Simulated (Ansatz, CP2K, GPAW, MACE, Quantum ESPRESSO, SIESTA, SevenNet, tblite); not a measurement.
**Running H-capped AlP nanocrystal (rod) (34 atoms) with tblite**

Wanted: tblite inputs and outputs for H-capped AlP nanocrystal (rod) (34 atoms), checked against a plane-wave reference.

Calculated with tblite 0.8.0; the method is named at each step.

**1. Starting point**

The cell holds 34 atoms: 6 P, 6 Al and 22 H. Cell: a = 15.829 Å, b = 15.829 Å, c = 21.292 Å, α = 90.0°, β = 90.0°, γ = 90.0°. It derives from AlP (zinc-blende). Rod of size parameter 3.1 Å cut from zinc-blende AlP (a = 5.463 Å), atoms with fewer than two neighbours dropped, broken bonds capped with H, 10 Å of vacuum. Then every atom was moved at random, 0.03 Å r.m.s. a Cartesian component (hydrogen 0.6 of that). Regions: crystal, 12 atoms (6 P and 6 Al); hydrogen, 22 atoms (22 H). Vacuum lies along a, b and c.

The yardstick, on the same geometry:

```
method                                           : Kohn-Sham DFT, PBE, PAW, plane waves (Ansatz 0.2.0); cutoff 420 eV, Γ point, fermi-dirac smearing of 0.05 eV; PAW set soft_2
r.m.s. force component                           : 0.849 eV/Å
longest force                                    : 3.836 eV/Å
gap (highest filled to lowest empty level) : 3.074 eV
SCF cycles                                       : 8
time                                             : 6.5 s on 8 threads of Arm Neoverse V2, shared host
CPU time                                         : 43 s
```

**2. GFN2-xTB**

Method: GFN2-xTB tight binding, diagonalisation.

The input, run.py:

```python
import numpy as np
from ase.io import read
from tblite.ase import TBLite

atoms = read("structure.xyz")
atoms.calc = TBLite(method="GFN2-xTB", electronic_temperature=580, accuracy=1.0, max_iterations=250, mixer_damping=0.1, verbosity=1)
energy = atoms.get_potential_energy()
forces = atoms.get_forces()
print(f"energy {energy:.6f} eV")
print("forces (eV/A)")
for i, (a, f) in enumerate(zip(atoms, forces)):
    print(f"{i:4d} {a.symbol:2s} {f[0]:10.5f} {f[1]:10.5f} {f[2]:10.5f}")
print("charges (e)")
print(np.array2string(atoms.get_charges(), precision=4, suppress_small=True, max_line_width=110, threshold=100000))
```

The input, structure.xyz:

```xyz
34
Lattice="15.82930 0.00000 0.00000 0.00000 15.82930 0.00000 0.00000 0.00000 21.29230" Properties=species:S:1:pos:R:3 pbc="T T T"
P 5.82297 8.55574 8.60550
P 5.83721 8.54909 14.06655
P 8.51015 5.83705 8.65426
P 8.50524 5.83658 13.98798
P 8.49099 8.53231 5.78938
Al 7.17051 9.89300 7.26557
Al 9.93922 7.16656 7.24109
Al 7.19315 7.22703 9.95436
P 8.54576 8.53168 11.26895
Al 7.20835 9.86672 12.57097
Al 9.93890 7.21784 12.68063
Al 7.22497 7.14424 15.40349
H 4.96660 9.36446 9.39842
H 5.02232 7.71409 7.76019
H 4.94666 7.75018 13.19952
H 5.06886 9.32726 14.81965
H 7.75952 5.01377 7.75615
H 9.34103 4.95790 9.35605
H 9.40672 5.00649 14.84669
H 7.71346 4.99035 13.18419
H 7.73309 7.77852 5.04223
H 9.35654 9.36636 4.99517
H 8.11679 10.84766 8.09831
H 6.23579 10.82708 6.30359
H 10.82487 8.11473 8.13430
H 10.78482 6.27774 6.32701
H 6.24260 6.27695 10.87632
H 9.32124 9.39295 10.45324
H 8.11236 10.85510 13.56618
H 6.29800 10.85653 11.73121
H 10.88613 6.27078 11.74909
H 10.81743 8.05854 13.59045
H 6.30354 6.29056 16.28073
H 8.11426 8.09210 16.26157
```

Run with:

```sh
OMP_NUM_THREADS=1 python run.py > output.txt
```

Output:

```text
------------------------------------------------------------
  cycle        total energy    energy error   density error
------------------------------------------------------------
      1     -32.32663937802  -3.2562978E+01   4.1568324E-01
      2     -32.43590981962  -1.0927044E-01   3.6807644E-01
      3     -32.52338770024  -8.7477881E-02   1.9726790E-01
      4     -32.41146979048   1.1191791E-01   2.1715759E-01
      5     -32.42170115581  -1.0231365E-02   1.9757874E-01
      6     -32.70995357027  -2.8825241E-01   1.0996823E-01
      7     -32.75060533312  -4.0651763E-02   8.1265963E-02
      8     -32.81355249771  -6.2947165E-02   2.1981443E-02
      9     -32.81340606121   1.4643650E-04   1.6372653E-02
     10     -32.81414853129  -7.4247008E-04   1.0599212E-02
     11     -32.81414409343   4.4378606E-06   7.5036486E-03
     12     -32.81420966758  -6.5574147E-05   3.3116289E-03
     13     -32.81422682687  -1.7159291E-05   2.0416199E-03
     14     -32.81421994746   6.8794031E-06   1.2488143E-03
     15     -32.81422417755  -4.2300897E-06   7.9774816E-04
     16     -32.81422198134   2.1962081E-06   9.2264676E-04
     17     -32.81422845651  -6.4751602E-06   3.1271312E-04
     18     -32.81422908980  -6.3329801E-07   1.4843231E-04
     19     -32.81422915659  -6.6785375E-08   1.0296251E-04
     20     -32.81422915032   6.2713923E-09   7.3056936E-05
     21     -32.81422916831  -1.7996335E-08   4.4648917E-05
     22     -32.81422917905  -1.0738248E-08   2.5524509E-05
     23     -32.81422918387  -4.8166839E-09   8.2653228E-06
------------------------------------------------------------
 total:                                   0.240 sec
energy -892.920657 eV
forces (eV/A)
   0 P    -0.50803   -0.32636   -0.04860
   1 P     0.92929   -1.41693   -1.86069
   2 P     0.15509   -0.26118   -0.85515
   3 P     0.85534   -0.52568    0.09148
   4 P     1.81570    1.31840    2.10176
   5 Al   -0.05838    2.20922   -1.11785
   6 Al    0.82252    0.26578   -0.25483
   7 Al   -0.87810   -0.72443    1.22054
   8 P     0.62665   -0.18699   -0.48930
   9 Al   -0.31463    2.28221    0.93016
  10 Al    1.30390   -0.58934   -0.74761
  11 Al   -0.57666    0.30267    1.33698
  12 H     0.11157   -0.59107   -0.58932
  13 H    -0.01613    0.61898    0.66582
  14 H     0.35667    0.86096    0.98340
  15 H    -1.05733    0.49626    0.43123
  16 H     0.48777    0.06126    0.63664
  17 H    -0.40007    0.01867   -0.31602
  18 H    -1.14193    0.48414   -1.10457
  19 H     0.45133   -0.24448    0.44624
  20 H    -0.86930   -0.86881   -1.76960
  21 H    -0.94910   -0.86913    0.19435
  22 H     0.03215   -0.56419    0.11140
  23 H     0.21863   -0.65386    0.33548
  24 H    -0.41114    0.03761    0.04173
  25 H    -0.08941   -0.26997   -0.18542
  26 H     0.33306    0.37379   -0.26451
  27 H    -0.21122   -0.22971    0.31809
  28 H    -0.25859   -0.83410   -0.32910
  29 H    -0.08886   -0.49984   -0.15218
  30 H    -0.59571    0.15775    0.14717
  31 H    -0.07831    0.34588    0.41942
  32 H    -0.19367   -0.26857   -0.03317
  33 H     0.19690    0.09106   -0.29397
charges (e)
[-0.0522 -0.1463 -0.0851 -0.0861 -0.1647  0.3446  0.3548  0.3214 -0.2016  0.3538  0.3627  0.3496  0.1181
  0.081   0.0668  0.1058  0.0751  0.1152  0.0711  0.0974  0.1146  0.0951 -0.1986 -0.2407 -0.1923 -0.2084
 -0.2242  0.1062 -0.2224 -0.2525 -0.2591 -0.1795 -0.2286 -0.1911]
```

It took 0.7 s on 1 thread of Arm Neoverse V2, shared host; peak memory 0.24 GiB.

Banners, paths, timers and routine set-up lines are dropped from the logs unmarked, and long logs keep their key lines alone; longer cuts are marked.

Compared with the plane-wave run:

- r.m.s. force component: 0.7579 eV/Å
- r.m.s. difference of force components: 351.6 meV/Å
- longest difference of force vectors: 1114 meV/Å
- force difference over r.m.s. force: 41.41 %
- slope of forces against the reference's: 0.8127
- correlation of force components: 0.9104

Length of the force difference by element (eV/Å):

```tsv
element	atoms	mean	most
Al	6	0.47	0.70
H	22	0.56	1.1
P	6	0.67	1.0
```

A closer look about H31, whose charge lies farthest from its element's mean: 9 atoms, nearest first, numbered in the order of the input, with positions taken from that point.

```tsv
atom	x	y	z	distance (Å)	bonds	Mulliken charge (e)	Fx	Fy	Fz (eV/Å)
H31	0.00	0.00	0.00	0.00	1	-0.26	-0.60	0.16	0.15
Al11	-0.95	0.95	0.93	1.63	4	0.36	1.30	-0.59	-0.75
H32	-0.07	1.79	1.84	2.57	1	-0.18	-0.08	0.35	0.42
H18	-1.55	-1.31	-2.39	3.14	1	0.12	-0.40	0.02	-0.32
P9	-2.34	2.26	-0.48	3.29	4	-0.20	0.63	-0.19	-0.49
P4	-2.38	-0.43	2.24	3.30	4	-0.09	0.86	-0.53	0.09
H19	-1.48	-1.26	3.10	3.66	1	0.07	-1.14	0.48	-1.10
H20	-3.17	-1.28	1.44	3.71	1	0.10	0.45	-0.24	0.45
H28	-1.56	3.12	-1.30	3.73	1	0.11	-0.21	-0.23	0.32
```

Atoms are counted from 1 here, from 0 in the log.

Forces lie 41 % from the reference's, at 0.016 times its CPU time (on 1 against 8 cores).

**3. GFN1-xTB**

Method: GFN1-xTB tight binding, diagonalisation.

run.py, as its differences from that of step 2:

```diff
@@ -5,3 +5,3 @@
 atoms = read("structure.xyz")
-atoms.calc = TBLite(method="GFN2-xTB", electronic_temperature=580, accuracy=1.0, max_iterations=250, mixer_damping=0.1, verbosity=1)
+atoms.calc = TBLite(method="GFN1-xTB", electronic_temperature=580, accuracy=1.0, max_iterations=250, mixer_damping=0.1, verbosity=1)
 energy = atoms.get_potential_energy()
```

structure.xyz is that of step 2.

Output:

```text
------------------------------------------------------------
  cycle        total energy    energy error   density error
------------------------------------------------------------
      1     -35.43901548609  -3.5608720E+01   3.1130306E-01
      2     -35.51141249713  -7.2397011E-02   2.7961609E-01
      3     -35.49952871780   1.1883779E-02   1.1985220E-01
      4     -35.56765274987  -6.8124032E-02   4.2437308E-02
      5     -35.56876959054  -1.1168407E-03   2.9987170E-02
      6     -35.57194355385  -3.1739633E-03   7.0322202E-03
      7     -35.57225391552  -3.1036167E-04   3.0993107E-03
      8     -35.57231033911  -5.6423588E-05   1.9228308E-03
      9     -35.57233524701  -2.4907898E-05   6.8516124E-04
     10     -35.57233638695  -1.1399423E-06   4.6457117E-04
     11     -35.57233786154  -1.4745821E-06   1.2367542E-04
     12     -35.57233793795  -7.6414786E-08   5.2490030E-05
     13     -35.57233790281   3.5143273E-08   6.3455153E-05
     14     -35.57233794651  -4.3703253E-08   1.1866427E-05
------------------------------------------------------------
 total:                                   0.162 sec
energy -967.972620 eV
forces (eV/A)
   0 P     0.70954   -0.34394   -0.32968
   1 P     1.95569   -1.48737   -1.93542
   2 P     0.18012    0.86107   -1.16503
   3 P     0.87989    0.64255    0.20691
   4 P     1.78491    1.28374    3.30363
   5 Al   -0.17870    1.04995   -1.01156
   6 Al   -0.13826    0.17290   -0.17884
   7 Al   -0.55185   -0.37887    0.90509
   8 P     0.06376   -0.55320    0.33720
   9 Al   -0.14990    1.11291    0.68444
  10 Al    0.33713   -0.57675   -0.83837
  11 Al   -0.51963    0.19525    0.38201
  12 H    -0.14061   -0.64746   -0.62238
  13 H    -0.20294    0.75122    0.73130
  14 H     0.19571    0.92543    1.05077
  15 H    -1.33534    0.51122    0.44671
  16 H     0.55150   -0.13909    0.69611
  17 H    -0.44180   -0.25770   -0.29737
  18 H    -1.19659    0.25670   -1.12305
  19 H     0.51622   -0.42052    0.52929
  20 H    -0.79210   -0.78689   -1.94471
  21 H    -0.93529   -0.83179   -0.11256
  22 H    -0.04428   -0.29501    0.01366
  23 H     0.11924   -0.26098    0.23965
  24 H    -0.19654    0.00327   -0.05737
  25 H     0.19839   -0.34186   -0.23916
  26 H     0.07513    0.12021   -0.09562
  27 H    -0.14236   -0.15442    0.13174
  28 H    -0.22447   -0.46274   -0.24736
  29 H    -0.17715   -0.04061   -0.14112
  30 H    -0.21460    0.08026    0.12055
  31 H     0.13635    0.32425    0.41309
  32 H    -0.25868   -0.33737    0.25624
  33 H     0.13752    0.02562   -0.10884
charges (e)
[-0.0431 -0.0595 -0.0532 -0.0396 -0.0811  0.2352  0.2411  0.2079 -0.0949  0.2386  0.2521  0.2396  0.0958
  0.0682  0.0477  0.089   0.0613  0.0914  0.0655  0.0713  0.0863  0.0812 -0.1501 -0.1874 -0.1523 -0.1599
 -0.197   0.0734 -0.1826 -0.1808 -0.1938 -0.1409 -0.1737 -0.1559]
```

The job ended after 0.62 s (1 thread; peak memory 0.24 GiB).

Compared with the plane-wave run:

```yaml
r_m_s_force_component: 0.7405 eV/Å
r_m_s_difference_of_force_components: 363.1 meV/Å
longest_difference_of_force_vectors: 1085 meV/Å
force_difference_over_r_m_s_force: 42.77 %
slope_of_forces_against_the_reference_s: 0.7889
correlation_of_force_components: 0.9045
```

Against the first run (41 %), the force difference from the reference is 43 %, at 0.88 times the CPU time (14 SCF steps against 23).

**4. All runs compared**

Differences are against the plane-wave reference, forces as r.m.s. over components; share is that over the reference's r.m.s. force, slope the least-squares factor from reference forces to these. Total energies of different programs have different zeros and aren't compared.

```tsv
run	Δ force, r.m.s. (meV/Å)	share (%)	slope	cores	CPU time	memory (GiB)
reference	-	-	-	8	43 s	2.6
tblite GFN2-xTB	352	41.4	0.813	1	0.69 s	0.24
tblite GFN1-xTB	363	42.8	0.789	1	0.61 s	0.24
```

CPU time is summed over cores on a shared host, where runs went side by side, so it is rough. Symmetry, cutoffs, thresholds, outputs and thread counts weren't matched or tuned between programs; memory under MPI is the largest rank's times the ranks.

Mean charges by element (e), by run and scheme:

```tsv
run	scheme	P	Al	H
reference	Löwdin	+0.02	+0.41	-0.06
tblite GFN2-xTB	Mulliken	-0.12	+0.35	-0.06
tblite GFN1-xTB	Mulliken	-0.06	+0.24	-0.05
```

The reference's Löwdin charges lack the electrons that the projection spills, 0.037 e an atom on average.

**5. Results**

| Item | Value |
| --- | --- |
| nearest in forces | tblite GFN2-xTB, 41 % |
| its CPU time | 0.69 s |

In words: Tight binding differs by 41 % (tblite GFN2-xTB) to 43 % (tblite GFN1-xTB); it is another model, with fitted parameters of its own, and the xTB methods hold dispersion. Of the electronic-structure runs that take under half the reference's CPU time, tblite GFN2-xTB comes nearest, at 41 % in 0.69 s against 43 s. Charges hang on model, scheme and program or settings: among these rows the mean for Al runs from +0.24 to +0.41 e. Periodic xTB results under one method name differ between programs and library versions. Caps of real hydrogen don't mimic the fractional bonds of a polar compound, so surface states and strained caps may belong to the model.

[Also dropped from logs without a mark: logging warnings of Python, and SIESTA's first energy breakdown and zero terms.]

[Logs are printed without paths, hosts, clocks, repeated set-up lines and the standing remarks that a program may print on its own settings, such as how far it seeks lower states.]

[Hosts, paths, dates, database ids (printed as entryN), source tags and the programs' standing remarks are cut or masked in the printed files.]
